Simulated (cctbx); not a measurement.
## Diagnosing a refinement

Cell a = 9.1370 Å, b = 9.1370 Å, c = 5.3740 Å, α = 90.00°, β = 90.00°, γ = 90.00°; space group I4/mmm (no. 139).

The data are simulated with cctbx, not measured: synchrotron X-rays, λ = 0.7749 Å, to d = 0.77 Å, 80 % of the full sphere, strongest reflection 40000 counts, noise from counting, a 4 % proportional error and a noise floor of 8 counts (s.d.); no absorption, and some extinction, which the refinements don't model.

An anisotropic refinement with weights 1/σ² prints:

```text
Rint 0.026, 16 unique reflections to 2.04 A
cycle     R1     wR2    GooF  max shift (A)
   1  0.0136  0.0426   5.557   0.02312
   2  0.0012  0.0049   0.643   0.00001
final R1 0.0012 wR2 0.0049 GooF 0.643  parameters 14  data/parameter 1.1
atom        x        y        z      Ueq    occ   su(xyz)  su(Uiso or U11)
In1    0.75000  0.75000  0.25000   0.0077  1.000  0.00000  0.0046
Sc1    0.00000  0.00000  0.00000   0.0086  1.000  0.00000  0.0068
Al1    0.00000  0.21580  0.50000   0.0332  1.000  0.00062  0.0222
Al2    0.83849  0.50000  0.50000   0.0284  1.000  0.00109  0.0099  NPD
difference map: max 0.02 min -0.05 rms 0.01
Q1    0.0000  0.3381  0.5000    8    0.02  1.12 A from Al1
Q2    0.1111  0.3889  0.0000   16    0.02  1.11 A from Al2
```

Q: Accept it or mend it, and why?

Mend it. The fault: data cut at low resolution. Against the right model at the same level, R1 goes from 0.0109 to 0.0012 and GooF from 1.09 to 0.64 and Al2 goes non-positive-definite. The atoms are right, but there are too few data for the parameters: R1 flatters and the s.u.s grow. Data per parameter fall from 12.4 to 1.1.

The compound is ScAl8In4. The right model at the same level gives:

```text
Rint 0.029, 173 unique reflections to 0.77 A
cycle     R1     wR2    GooF  max shift (A)
   1  0.0406  0.1167   5.013   0.00227
   2  0.0109  0.0253   1.087   0.00000
final R1 0.0109 wR2 0.0253 GooF 1.087  parameters 14  data/parameter 12.4
atom        x        y        z      Ueq    occ   su(xyz)  su(Uiso or U11)
In1    0.75000  0.75000  0.25000   0.0171  1.000  0.00000  0.0001
Sc1    0.00000  0.00000  0.00000   0.0195  1.000  0.00000  0.0004
Al1    0.00000  0.21729  0.50000   0.0322  1.000  0.00014  0.0006
Al2    0.83571  0.50000  0.50000   0.0292  1.000  0.00013  0.0005
difference map: max 0.42 min -0.49 rms 0.12
Q1    0.0704  0.0704  0.5000    8    0.45  1.49 A from Al1
Q2    0.0000  0.3126  0.2903   16    0.40  1.42 A from Al1
Q3    0.0000  0.4485  0.5000    8    0.37  1.57 A from Al2
Q4    0.1214  0.2755  0.5000   16    0.37  1.23 A from Al1
Q5    0.1107  0.1107  0.0000    8    0.36  1.43 A from Sc1
Q6    0.0691  0.3887  0.3860   32    0.34  1.47 A from Al2
```

The model is made up (kin elements in a known structure type, no relaxation), so it says nothing on whether the phase exists.

[Middle refinement cycles are left out of these outputs.]

[Logs are printed without paths, hosts, clocks, repeated set-up lines and the standing remarks that a program may print on its own settings, such as how far it seeks lower states.]
